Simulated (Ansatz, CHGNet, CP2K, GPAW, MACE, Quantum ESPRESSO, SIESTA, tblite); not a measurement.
**Random packing of 73Na2S-27P2S5 (mol %) (61 atoms) in CP2K**

How do the settings of CP2K change the result for random packing of 73Na2S-27P2S5 (mol %) (61 atoms)? A plane-wave run serves as the yardstick.

Program: CP2K 2026.2. Level of theory: the method is named at each step. Results are calculated unless marked as measured.

**1. The starting structure**

The cell holds 61 atoms: 22 Na, 31 S and 8 P. Its edges and angles: a = 10.809 Å, b = 10.809 Å, c = 10.809 Å, α = 90.0°, β = 90.0°, γ = 90.0°. 61 atoms (22 Na, 31 S, 8 P) packed at random in a cube at 2.3 g/cm³ and pushed apart as soft spheres, cations and anions kept from their own kind; a start for melting by ab initio MD, not an equilibrated structure. Then every atom was moved at random, 0.02 Å r.m.s. a Cartesian component.

The yardstick, on the same geometry:

| Property | Result |
| --- | --- |
| method | Kohn-Sham DFT, PBE, SSSP efficiency 1.3.0 pseudopotentials, plane waves (Quantum ESPRESSO 7.5); sssp-pbe-1.3.0-efficiency, cutoffs 45/360 Ry, Γ point |
| r.m.s. force component | 0.6125 eV/Å |
| longest force | 2.481 eV/Å |
| pressure | 2.495 GPa |
| time | 4.6 min on 4 MPI ranks of Arm Neoverse V2, shared host |
| CPU time | 18 min |

**2. PBE, DZVP-UZH, 800/50 Ry, diagonalisation**

Method: Kohn-Sham DFT, PBE, GTH-PBE pseudopotentials, Gaussian and plane waves, DZVP-MOLOPT (UZH set), diagonalisation.

input.inp reads:

```
&GLOBAL
  PROJECT cell
  RUN_TYPE ENERGY_FORCE
  PRINT_LEVEL LOW
&END GLOBAL
&FORCE_EVAL
  METHOD QS
  STRESS_TENSOR ANALYTICAL
  &DFT
    BASIS_SET_FILE_NAME BASIS_MOLOPT_UZH
    POTENTIAL_FILE_NAME POTENTIAL_UZH
    &MGRID
      CUTOFF 800
      REL_CUTOFF 50
      NGRIDS 5
    &END MGRID
    &QS
      EPS_DEFAULT 1.0E-12
    &END QS
    &SCF
      SCF_GUESS ATOMIC
      EPS_SCF 1.0E-06
      MAX_SCF 200
      ADDED_MOS 14
      &DIAGONALIZATION
        ALGORITHM STANDARD
      &END DIAGONALIZATION
      &SMEAR ON
        METHOD FERMI_DIRAC
        ELECTRONIC_TEMPERATURE [K] 580
      &END SMEAR
      &MIXING
        METHOD BROYDEN_MIXING
        ALPHA 0.3
        NBROYDEN 8
      &END MIXING
      &PRINT
        &RESTART OFF
        &END RESTART
      &END PRINT
    &END SCF
    &XC
      &XC_FUNCTIONAL PBE
      &END XC_FUNCTIONAL
    &END XC
    &PRINT
      &MULLIKEN ON
      &END MULLIKEN
      &LOWDIN ON
      &END LOWDIN
      &HIRSHFELD ON
      &END HIRSHFELD
      &MO ON
        EIGENVALUES T
        OCCUPATION_NUMBERS T
        MO_INDEX_RANGE 201 224
        &EACH
          QS_SCF 0
        &END EACH
        ADD_LAST NUMERIC
      &END MO
    &END PRINT
  &END DFT
  &SUBSYS
    &CELL
      A 10.80850 0.00000 0.00000
      B 0.00000 10.80850 0.00000
      C 0.00000 0.00000 10.80850
    &END CELL
    &COORD
      Na 10.36859 3.08334 7.08313
      Na 8.24775 6.40868 2.19002
      Na 2.35333 4.11317 0.06550
      Na 2.48466 7.43214 7.63761
      Na 5.75153 1.51006 6.84319
      Na 2.48563 1.00000 5.71121
      Na 3.13317 7.12291 10.71176
      Na 5.02725 0.93731 3.88414
      Na 4.83961 6.50466 3.25606
      Na 9.67977 9.06476 4.53006
      Na 0.15499 6.15123 0.72882
      Na 10.39183 1.12171 10.43463
      Na 9.59968 5.67598 8.54088
      Na 6.75639 3.75531 1.92316
      Na 6.82892 7.30244 10.37638
      Na 5.92209 3.88555 4.84859
      Na 6.30849 10.67988 1.25595
      Na 8.87626 0.53167 6.42717
      Na 9.75683 0.56701 2.60852
      Na 1.50195 9.60562 9.81336
      Na 4.16603 9.22786 5.49612
      Na 1.90965 9.81369 3.49039
      S 10.77435 8.04120 8.32568
      S 6.63545 9.84168 6.33054
      S 4.35518 2.41894 0.80361
      S 9.57968 6.34070 4.46294
      S 7.74991 8.96392 2.70602
      S 2.98866 6.78741 5.08648
      S 5.39841 5.80806 6.64852
      S 5.09102 5.37420 0.61133
      S 0.09587 8.34578 2.26881
      S 5.04238 8.36070 1.39721
      S 2.63425 5.17252 2.47634
      S 8.15080 7.22646 7.00067
      S 8.14291 4.28838 6.20343
      S 1.55405 9.36535 6.00769
      S 7.48716 1.74557 4.56140
      S 8.13772 5.02768 10.69674
      S 3.36825 3.57880 5.70311
      S 10.36870 3.60528 1.89797
      S 2.88425 10.52521 1.09285
      S 10.77283 1.58453 4.89787
      S 5.94295 3.86739 8.93960
      S 8.98846 8.84406 10.65859
      S 4.20656 0.15726 8.44122
      S 8.10292 1.82988 0.85247
      S 3.13122 4.95808 8.47873
      S 2.49222 1.92326 3.20083
      S 0.06939 3.63360 9.66129
      S 0.66353 5.47656 6.66787
      S 0.28480 0.66807 7.92220
      S 4.83043 7.91733 8.81271
      S 7.73781 1.34577 8.64442
      P 2.83961 3.00001 8.04228
      P 3.77563 3.48725 2.74622
      P 7.26126 10.03731 9.11059
[... 1 atom lines left out ...]
      P 1.23541 6.74029 3.98445
      P 0.02227 4.50250 4.38879
      P 6.17760 1.97677 9.84103
      P 6.60151 7.40793 5.54044
    &END COORD
    &KIND Na
      BASIS_SET DZVP-MOLOPT-PBE-GTH-q9
      POTENTIAL GTH-PBE-q9
    &END KIND
    &KIND S
      BASIS_SET DZVP-MOLOPT-PBE-GTH-q6
      POTENTIAL GTH-PBE-q6
    &END KIND
    &KIND P
      BASIS_SET DZVP-MOLOPT-PBE-GTH-q5
      POTENTIAL GTH-PBE-q5
    &END KIND
  &END SUBSYS
  &PRINT
    &FORCES ON
    &END FORCES
    &STRESS_TENSOR ON
    &END STRESS_TENSOR
  &END PRINT
&END FORCE_EVAL
```

On the command line:

```bash
$ OMP_NUM_THREADS=1 mpirun -np 4 cp2k.psmp -i input.inp > output.txt
```

Numbers of over 12 decimals in the logs are rounded to 6 here.

Log:

```text
CP2K| version string:                                       CP2K version 2026.2
 CP2K| Input file name                                                 input.inp
 GLOBAL| Basis set file name                                    BASIS_MOLOPT_UZH
 GLOBAL| Potential file name                                       POTENTIAL_UZH
 GLOBAL| Run type                                                   ENERGY_FORCE
 GLOBAL| Total number of message passing processes                             4
 GLOBAL| Number of threads for this process                                    1
 TOTAL NUMBERS AND MAXIMUM NUMBERS
  Total number of            - Atomic kinds:                                   3
                             - Atoms:                                         61
                             - Shell sets:                                    61
                             - Shells:                                       305
                             - Primitive Cartesian functions:                310
                             - Cartesian basis functions:                    744
                             - Spherical basis functions:                    705
  Maximum angular momentum of- Orbital basis functions:                        2
                             - Local part of the GTH pseudopotential:          2
                             - Non-local part of the GTH pseudopotential:      2
 SCF PARAMETERS         Density guess:                                    ATOMIC
                        max_scf:                                             200
                        eps_scf:                                        1.00E-06
                        added MOs                                        14    0
                        Mixing method:                            BROYDEN_MIXING
                                                charge density mixing in g-space
                        Smear method:                                FERMI_DIRAC
                        Electronic temperature [K]:                        580.0
                        Electronic temperature [a.u.]:                  1.84E-03
                        Accuracy threshold:                             1.00E-10
 Extrapolation method: initial_guess
 Number of electrons:                                                        424
 Number of occupied orbitals:                                                212
 Number of molecular orbitals:                                               226
 Number of orbital functions:                                                705
 Number of independent orbital functions:                                    705
 SCF WAVEFUNCTION OPTIMIZATION
  Step     Update method      Time    Convergence         Total energy    Change
     1 NoMix/Diag. 0.30E+00    2.2     0.87818916     -1427.4411656042 -1.43E+03
 *** the last MO => Add more MOs for proper smearing.                   ***
     2 Broy./Diag. 0.30E+00    2.8     0.90930371     -1416.7599849630  1.07E+01
     3 Broy./Diag. 0.30E+00    2.8     0.63114545     -1420.3639503629 -3.60E+00
 *** the last MO => Add more MOs for proper smearing.                   ***
     4 Broy./Diag. 0.30E+00    2.9     0.48831474     -1421.7114741754 -1.35E+00
 *** the last MO => Add more MOs for proper smearing.                   ***
[...]
*** the last MO => Add more MOs for proper smearing.                   ***
    32 Broy./Diag. 0.30E+00    2.9     0.00000103     -1423.6780648379 -5.38E-06
 *** the last MO => Add more MOs for proper smearing.                   ***
    33 Broy./Diag. 0.30E+00    2.9     0.00000073     -1423.6780686560 -3.82E-06
  *** SCF run converged in    33 steps ***
  Electronic density on regular grids:       -423.9999999871        0.0000000129
  Core density on regular grids:              423.9999999997       -0.0000000003
  Total charge density on r-space grids:        0.0000000125
  Total charge density g-space grids:           0.0000000125
  Overlap energy of the core charge distribution:               5.3943e-09
  Self energy of the core charge distribution:              -3038.367019
  Core Hamiltonian energy:                                    876.042025
  Hartree energy:                                             981.647581
  Exchange-correlation energy:                               -242.986884
  Electronic entropic energy:                                  -0.013771
  Fermi energy:                                                 0.136687
  Total energy:                                             -1423.678069
  Total energy (extrapolated to T->0):                      -1423.671183
 MO| EIGENVALUES AND OCCUPATION NUMBERS
 MO|
 MO|  Index      Eigenvalue [a.u.]        Eigenvalue [eV]             Occupation
 MO|    201               0.115121               3.132596               1.999984
 MO|    202               0.115381               3.139674               1.999982
 MO|    203               0.117773               3.204761               1.999933
[...]
MO|    223               0.162373               4.418398               0.000002
 MO|    224               0.165996               4.516985               0.000000
 MO| Sum:                                                             424.000000
 MO| E(Fermi):            0.136687 a.u.          3.719453 eV
 !-----------------------------------------------------------------------------!
                     Mulliken Population Analysis
 #  Atom  Element  Kind  Atomic population                           Net charge
       1     Na       1          8.477688                              0.522312
       2     Na       1          8.466386                              0.533614
       3     Na       1          8.548293                              0.451707
[...]
# Total charge                            424.000000                 -0.000000
 !-----------------------------------------------------------------------------!
 !-----------------------------------------------------------------------------!
                           Hirshfeld Charges
  #Atom  Element  Kind  Ref Charge     Population                    Net charge
      1       Na     1       9.000         10.473                        -1.473
      2       Na     1       9.000          9.899                        -0.899
      3       Na     1       9.000         10.485                        -1.485
[...]
60       P      3       5.000          4.428                         0.572
     61       P      3       5.000          4.328                         0.672
  Total Charge                                                            0.000
 !-----------------------------------------------------------------------------!
 LOWDIN POPULATION ANALYSIS
 #  Atom  Element  Kind  Atomic population                           Net charge
[...]
60     P        3          4.808477                              0.191523
      61     P        3          4.753943                              0.246057
 # Total charge                            424.000000                 -0.000000
 ENERGY| Total FORCE_EVAL ( QS ) energy [hartree]          -1423.678070
 FORCES| Atomic forces [hartree/bohr]
 FORCES|   Atom     x               y               z               |f|
 FORCES|      1 -8.84600574E-03  8.92647429E-03  1.14614974E-02   1.70088119E-02
 FORCES|      2  3.13524216E-03  1.11747079E-02  2.11620259E-03   1.17975486E-02
 FORCES|      3  1.23533336E-02 -1.76641377E-02 -1.06186426E-02   2.40287782E-02
[...]
FORCES|     60  1.73342024E-02  3.17829098E-02  2.23620004E-02   4.25521679E-02
 FORCES|     61  4.92636026E-03 -1.03030617E-02  4.15143588E-02   4.30565221E-02
 FORCES| Sum    -1.15628322E-02  6.50705784E-02 -2.74306552E-02
 FORCES| Total atomic force                                       7.15564121E-02
 STRESS| Analytical stress tensor [bar]
 STRESS|                        x                   y                   z
 STRESS|      x        3.92883343105E+04   3.73497350632E+03  -7.13614487743E+03
 STRESS|      y        3.73497350632E+03   2.76720581471E+04   2.73062161709E+03
 STRESS|      z       -7.13614487743E+03   2.73062161709E+03   3.17899871890E+04
 STRESS| 1/3 Trace                                             3.29167932156E+04
```

The job ended after 1.7 min (4 MPI ranks of Arm Neoverse V2, shared host; peak memory 6 GiB).

Banners, paths, timers and routine set-up lines are dropped from the logs unmarked, and long logs keep their key lines alone; longer cuts are marked.

Against the reference:

```yaml
r_m_s_force_component: 0.665 eV/Å
r_m_s_difference_of_force_components: 244.8 meV/Å
longest_difference_of_force_vectors: 929.3 meV/Å
force_difference_over_r_m_s_force: 39.97 %
slope_of_forces_against_the_reference_s: 1.009
correlation_of_force_components: 0.9299
pressure: 3.292 GPa
pressure_difference: 0.7964 GPa
```

This run lies far from the reference in forces at the same functional.

Length of the force difference by element (eV/Å):

| element | atoms | mean | most |
| --- | --- | --- | --- |
| Na | 22 | 0.67 | 0.93 |
| P | 8 | 0.090 | 0.16 |
| S | 31 | 0.078 | 0.21 |

Local excerpt of 10 atoms (numbers count through the whole input) about S29, which bears the longest force; x, y, z are measured from there.

| atom | x | y | z | distance (Å) | bonds | Mulliken charge (e) | Fx | Fy | Fz (eV/Å) |
| --- | --- | --- | --- | --- | --- | --- | --- | --- | --- |
| S29 | 0.00 | 0.00 | 0.00 | 0.00 | 2 | -0.20 | -0.03 | 2.43 | -0.45 |
| P61 | 1.20 | 1.60 | -1.11 | 2.29 | 2 | 0.17 | 0.25 | -0.53 | 2.13 |
| Na16 | 0.52 | -1.92 | -1.80 | 2.69 | 4 | 0.37 | -0.76 | 0.00 | -0.31 |
| S28 | -2.41 | 0.98 | -1.56 | 3.03 | 4 | -0.35 | 0.21 | 0.71 | 0.38 |
| S47 | -2.27 | -0.85 | 1.83 | 3.04 | 4 | -0.22 | -0.24 | -0.36 | 0.17 |
| S43 | 0.54 | -1.94 | 2.29 | 3.05 | 2 | -0.09 | 0.45 | -0.83 | 0.69 |
| S52 | -0.57 | 2.11 | 2.16 | 3.07 | 3 | -0.49 | -0.39 | 0.35 | -0.71 |
| S34 | 2.75 | 1.42 | 0.35 | 3.12 | 2 | -0.17 | -0.71 | 0.00 | -1.19 |
| S39 | -2.03 | -2.23 | -0.95 | 3.16 | 2 | -0.40 | 0.00 | -1.10 | 0.92 |
| S35 | 2.74 | -1.52 | -0.45 | 3.17 | 3 | -0.36 | 0.08 | -0.10 | -0.65 |

Forces lie 40 % from the reference's, at 0.38 times its CPU time.

The difference per atom is largest on Na (0.67 eV/Å on average, against 0.090 on P). The forces add up to 3.7 eV/Å instead of zero, usually a sign of too coarse a grid.

**3. PBE, DZVP-MOLOPT-SR, 800/50 Ry, diagonalisation**

Method: Kohn-Sham DFT, PBE, GTH-PBE pseudopotentials, Gaussian and plane waves, DZVP-MOLOPT-SR-GTH, diagonalisation.

Changes to input.inp since step 2:

```diff
@@ -9,4 +9,4 @@
   &DFT
-    BASIS_SET_FILE_NAME BASIS_MOLOPT_UZH
-    POTENTIAL_FILE_NAME POTENTIAL_UZH
+    BASIS_SET_FILE_NAME BASIS_MOLOPT
+    POTENTIAL_FILE_NAME GTH_POTENTIALS
     &MGRID
@@ -50,4 +50,2 @@
       &END LOWDIN
-      &HIRSHFELD ON
-      &END HIRSHFELD
       &MO ON
@@ -69,7 +67,8 @@
     &END CELL
-    &COORD
-[... 61 atom lines left out: the same atoms as in the first run ...]
-    &END COORD
+    &TOPOLOGY
+      COORD_FILE_NAME structure.xyz
+      COORD_FILE_FORMAT XYZ
+    &END TOPOLOGY
     &KIND Na
-      BASIS_SET DZVP-MOLOPT-PBE-GTH-q9
+      BASIS_SET DZVP-MOLOPT-SR-GTH-q9
       POTENTIAL GTH-PBE-q9
@@ -77,3 +76,3 @@
     &KIND S
-      BASIS_SET DZVP-MOLOPT-PBE-GTH-q6
+      BASIS_SET DZVP-MOLOPT-SR-GTH-q6
       POTENTIAL GTH-PBE-q6
@@ -81,3 +80,3 @@
     &KIND P
-      BASIS_SET DZVP-MOLOPT-PBE-GTH-q5
+      BASIS_SET DZVP-MOLOPT-SR-GTH-q5
       POTENTIAL GTH-PBE-q5
```

structure.xyz reads:

```xyz
61

Na 10.36859 3.08334 7.08313
Na 8.24775 6.40868 2.19002
Na 2.35333 4.11317 0.06550
Na 2.48466 7.43214 7.63761
Na 5.75153 1.51006 6.84319
Na 2.48563 1.00000 5.71121
Na 3.13317 7.12291 10.71176
Na 5.02725 0.93731 3.88414
Na 4.83961 6.50466 3.25606
Na 9.67977 9.06476 4.53006
Na 0.15499 6.15123 0.72882
Na 10.39183 1.12171 10.43463
Na 9.59968 5.67598 8.54088
Na 6.75639 3.75531 1.92316
Na 6.82892 7.30244 10.37638
Na 5.92209 3.88555 4.84859
Na 6.30849 10.67988 1.25595
Na 8.87626 0.53167 6.42717
Na 9.75683 0.56701 2.60852
Na 1.50195 9.60562 9.81336
[... 37 atom lines left out ...]
P 1.23541 6.74029 3.98445
P 0.02227 4.50250 4.38879
P 6.17760 1.97677 9.84103
P 6.60151 7.40793 5.54044
```

Log:

```text
CP2K| version string:                                       CP2K version 2026.2
 CP2K| Input file name                                                 input.inp
 GLOBAL| Basis set file name                                        BASIS_MOLOPT
 GLOBAL| Potential file name                                      GTH_POTENTIALS
 GLOBAL| Run type                                                   ENERGY_FORCE
 GLOBAL| Total number of message passing processes                             4
 GLOBAL| Number of threads for this process                                    1
 TOTAL NUMBERS AND MAXIMUM NUMBERS
  Total number of            - Atomic kinds:                                   3
                             - Atoms:                                         61
[... lines left out ...]
                        Smear method:                                FERMI_DIRAC
[... lines left out ...]
 Number of electrons:                                                        424
[... lines left out ...]
  Step     Update method      Time    Convergence         Total energy    Change
[... lines left out ...]
  *** SCF run converged in    32 steps ***
[... lines left out ...]
  Fermi energy:                                                 0.141257
  Total energy:                                             -1421.346169
  Total energy (extrapolated to T->0):                      -1421.339304
[... lines left out ...]
 MO| E(Fermi):            0.141257 a.u.          3.843799 eV
[... lines left out ...]
       1     Na       1          8.705904                              0.294096
       2     Na       1          8.667717                              0.332283
       3     Na       1          8.763085                              0.236915
[...]
# Total charge                            424.000000                 -0.000000
 !-----------------------------------------------------------------------------!
 LOWDIN POPULATION ANALYSIS
 #  Atom  Element  Kind  Atomic population                           Net charge
[...]
60     P        3          5.214837                             -0.214837
      61     P        3          5.128975                             -0.128975
 # Total charge                            424.000000                 -0.000000
 ENERGY| Total FORCE_EVAL ( QS ) energy [hartree]          -1421.346174
 FORCES| Atomic forces [hartree/bohr]
 FORCES|   Atom     x               y               z               |f|
 FORCES|      1 -8.25648567E-03  7.86876168E-03  1.06548743E-02   1.56081169E-02
 FORCES|      2  3.20618046E-03  1.10147840E-02  2.10043993E-03   1.16626287E-02
 FORCES|      3  1.11711756E-02 -1.70750913E-02 -9.60640005E-03   2.25529783E-02
[...]
FORCES|     60  1.74111507E-02  3.21777680E-02  2.17092772E-02   4.25423276E-02
 FORCES|     61  5.08015315E-03 -1.07994982E-02  4.23811988E-02   4.40295710E-02
 FORCES| Sum    -1.04755301E-02  6.37405559E-02 -2.67846138E-02
 FORCES| Total atomic force                                       6.99286117E-02
 STRESS| Analytical stress tensor [bar]
 STRESS|                        x                   y                   z
 STRESS|      x        3.52950731346E+04   3.59767939783E+03  -7.30290701757E+03
 STRESS|      y        3.59767939783E+03   2.34793220090E+04   2.91559694555E+03
 STRESS|      z       -7.30290701757E+03   2.91559694555E+03   2.73929621282E+04
 STRESS| 1/3 Trace                                             2.87224524239E+04
```

It took 87 s on 4 MPI ranks; peak memory 6 GiB.

Against the reference:

- r.m.s. force component: 0.6634 eV/Å
- r.m.s. difference of force components: 229.3 meV/Å
- longest difference of force vectors: 855.9 meV/Å
- force difference over r.m.s. force: 37.43 %
- slope of forces against the reference's: 1.017
- correlation of force components: 0.9386
- pressure: 2.872 GPa
- pressure difference: 0.3769 GPa

This run lies far from the reference in forces at the same functional.

Against the first run (40 %), the force difference from the reference is 37 %, at 0.84 times the CPU time, with 705 basis functions against 705; this set comes with other potentials too, so the change isn't the basis's alone.

The difference per atom is largest on Na (0.63 eV/Å on average, against 0.079 on P). The forces add up to 3.6 eV/Å instead of zero, usually a sign of too coarse a grid.

(Part 1 of 2 ends here.)

[Also dropped from logs without a mark: logging warnings of Python, and SIESTA's first energy breakdown and zero terms.]

[Logs are printed without paths, hosts, clocks, repeated set-up lines and the standing remarks that a program may print on its own settings, such as how far it seeks lower states.]

[Hosts, paths, dates, database ids (printed as entryN), source tags and the programs' standing remarks are cut or masked in the printed files.]
